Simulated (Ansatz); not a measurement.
# An extra electron or hole in glassy 77ZrO2-23SiO2 (mol %) (90 atoms): runs compared

Aim: add and remove one electron in glassy 77ZrO2-23SiO2 (mol %) (90 atoms), with atoms held and relaxed, and read trapping energy and localisation.

Computed with Ansatz 0.2.0: Kohn-Sham DFT, PBEsol, PAW (set soft_1), plane waves.

## 1. The cell as built

The cell holds 90 atoms: 23 Zr, 7 Si and 60 O. Cell: a = 10.551 Å, b = 10.551 Å, c = 10.551 Å, α = 90.0°, β = 90.0°, γ = 90.0°. 90 atoms (23 Zr, 7 Si, 60 O) placed at random at 4.39 g/cm³, melted at 4000 K for 10 ps at fixed volume with the Morse and Coulomb pair potential with partial charges (Pedone, Malavasi, Menziani, Cormack and Segre, J. Phys. Chem. B 110, 11780 (2006)). Quenched from 1800 K to 300 K at 50 K/ps and fixed volume, held 10 ps at zero pressure, then minimised at fixed cell.

Limits known from the start: The quench rate of 50 K/ps is orders of magnitude faster than experiment, which tends to freeze in extra defects. The network of bonds at the start is that of the classical potential that made the cell, and needn't be the one that DFT or experiment would give. Sampling is at Γ alone, for a cell whose shortest periodic width is 11 Å.

## 2. The reference run

The reference is a single point at the end of the relaxation.

The charged cells start from the geometry of this run, on a uniform background, with spin and a narrow Fermi–Dirac smearing.

Its input, with most atom lines left out:

```yaml
crystal:
  lattice:
    - [10.55091, 0.0, 0.0]
    - [0.0, 10.55091, 0.0]
    - [0.0, 0.0, 10.55091]
  atoms:
    - { symbol: Zr, position: [0.12827, 0.67933, 0.19418] }
    - { symbol: Zr, position: [0.9727, 0.20195, 0.32116] }
    - { symbol: Zr, position: [0.27598, 0.51626, 0.49668] }
    - { symbol: Zr, position: [0.43034, 0.66429, 0.27531] }
    - { symbol: Zr, position: [0.07795, 0.9955, 0.10842] }
    - { symbol: Zr, position: [0.6413, 0.58781, 0.51954] }
    - { symbol: Zr, position: [0.38699, 0.62901, 0.75967] }
    [... atom lines 8 to 90 left out ...]
kpoints:
  mp_grid: { grid: [1, 1, 1] }
hamiltonian:
  xc: pbesol
  pseudopotentials: { kind: paw, azcp: { folder: soft_1 }, xc_functional: pbe }
scf:
  occupations: { method: fixed }
output:
  forces: true
  stress: true
  populations: true
  dos:
    method: { smearing: { sigma: 0.1 } }
    de: 0.1
    projected: { site_lists: { O: [O], Si: [Si], Zr: [Zr] } }
  eigenvalues: true
  write_density: true
  write_potential: true
  volumetric_format: npy
  elf: true
```

* free energy per atom: -1478.8286 eV/atom
* r.m.s. force component: 0.00402 eV/Å
* pressure: -1.557 GPa

Filled and empty levels are parted by 3.76 eV (at Γ alone); a semilocal functional tends to put such gaps too low. In a disordered cell it changes from sample to sample, and tail or defect levels can set it.

## 3. The runs

Each row is one run, on 4 threads of Arm Neoverse V1, shared host. The free energy is the program's total, comparable only between runs with the same functional, potentials and atoms; between charge states it hangs on the program's zero of potential.

```csv
run,atoms,outcome,"ionic steps, all passes",free energy (eV),time,host memory (GiB)
Single point at the start,90,converged,-,-133090.967,22 s,1.5
Relaxation,90,converged,11,-133094.574,2.5 min,1.5
Single point at the relaxed geometry,90,converged,-,-133094.574,33 s,1.6
"An extra electron, atoms held",90,converged,-,-133083.508,84 s,2.7
"An extra electron, atoms relaxed",90,converged,16,-133083.795,7 min,2.7
"An extra electron, levels at the relaxed geometry",90,converged,-,-133083.795,73 s,2.7
Neutral at the geometry of the electron,90,converged,-,-133093.783,31 s,1.6
"An extra hole, atoms held",90,converged,-,-133101.699,2 min,2.7
"An extra hole, atoms relaxed",90,converged,11,-133101.906,6.2 min,2.6
"An extra hole, levels at the relaxed geometry",90,converged,-,-133101.906,85 s,2.7
Neutral at the geometry of the hole,90,converged,-,-133094.041,31 s,1.6
```

A closer look about Zr22, which holds the most spin of the extra electron after relaxation: 8 atoms, nearest first, numbered in the order of the input, with positions taken from that point.

```csv
atom,x,y,z,distance (Å),Löwdin charge (e),moment (μB)
Zr22,0.00,0.00,0.00,0.00,1.31,0.17
O80,-1.01,-0.72,1.64,2.06,-0.73,0.01
O78,-0.36,1.94,0.77,2.12,-0.66,0.00
O53,-1.11,1.05,-1.49,2.14,-0.72,0.00
O34,0.23,-2.03,-0.66,2.15,-0.72,0.00
O86,1.58,-0.09,-1.46,2.16,-0.69,0.02
O40,1.71,-0.30,1.52,2.31,-0.65,0.01
Zr19,2.82,0.57,0.06,2.88,1.28,0.13
```

Local excerpt of 10 atoms (numbers count through the whole input) about O89, which holds the most spin of the extra hole after relaxation; x, y, z are measured from there.

```csv
atom,x,y,z,distance (Å),Löwdin charge (e),moment (μB)
O89,0.00,0.00,0.00,0.00,-0.50,0.48
Zr16,-1.91,-0.92,-0.01,2.12,1.47,-0.01
Zr18,1.10,1.77,0.71,2.20,1.49,-0.01
Zr14,1.11,-0.18,-1.91,2.21,1.51,0.00
O87,-1.37,0.00,-1.99,2.42,-0.71,0.07
O41,0.79,1.89,-1.45,2.51,-0.69,0.03
O85,-0.85,-1.75,1.66,2.55,-0.61,0.10
O57,1.20,0.56,2.30,2.65,-0.61,0.12
O35,2.69,0.56,-0.25,2.76,-0.69,0.00
O50,1.81,-1.93,-0.93,2.81,-0.67,0.02
```

## 4. Energies and spread of the extra charge

Energies are differences within one cell and functional; the shift is the gain plus the neutral cell's energy at the new geometry, that is how much cheaper the vertical process becomes there. The spread is the participation number of the site moments (1/Σw², over the spin inside atomic spheres), with the atom that holds the largest share and the spin that the spheres hold in all.

```csv
carrier,"charged less neutral, atoms held (eV)",gain on relaxing (eV),"neutral cell at that geometry, less the reference (eV)",shift of the vertical energy (eV),"spread, atoms held","spread, relaxed"
electron,11.066,0.287,0.791,1.078,19; Zr20 10 % of 0.41 μB,4; Zr22 42 % of 0.42 μB
hole,-7.125,0.207,0.533,0.740,16; O89 17 % of 0.95 μB,3; O89 50 % of 0.95 μB
```

## 5. Outcome

The extra electron gains 0.29 eV as the atoms relax, and its spin goes from about 19 to 4 atoms: the atoms trap it, with the largest share on Zr22. The Zr22–O86 distance goes from 2.06 to 2.16 Å. With the atoms held, the spheres hold only 0.41 of the 1.00 μB, so the spread is read from a small part of the spin. The extra hole gains 0.21 eV as the atoms relax, and its spin goes from about 16 to 3 atoms: the atoms trap it, with the largest share on O89. The O89–Zr14 distance goes from 2.08 to 2.21 Å. Adding the two vertical energies gives 3.94 eV, against a gap of 3.76 eV in the neutral cell. The zero of the potential cancels in this sum; the excess isn't taken apart here: charging of a small cell, filling of bands on a coarse mesh and the attraction to the background can all enter.

Caveats: Single energies of charged cells hang on the program's zero of potential. In the spin-polarised runs the search for a state of lower energy was switched off. No distortion was seeded, so a trapped state behind a barrier can't be found. Local and semilocal functionals favour spread-out charges, so trapping can be missed. The pressure of -1.6 GPa says that the cell would shrink at this level of theory. Charged cells carry a uniform background, with no correction for images.

The DFT runs together took 24 min of wall time.

[Logs are printed without paths, hosts, clocks, repeated set-up lines and the standing remarks that a program may print on its own settings, such as how far it seeks lower states.]

[Hosts, paths, dates, database ids (printed as entryN), source tags and the programs' standing remarks are cut or masked in the printed files.]
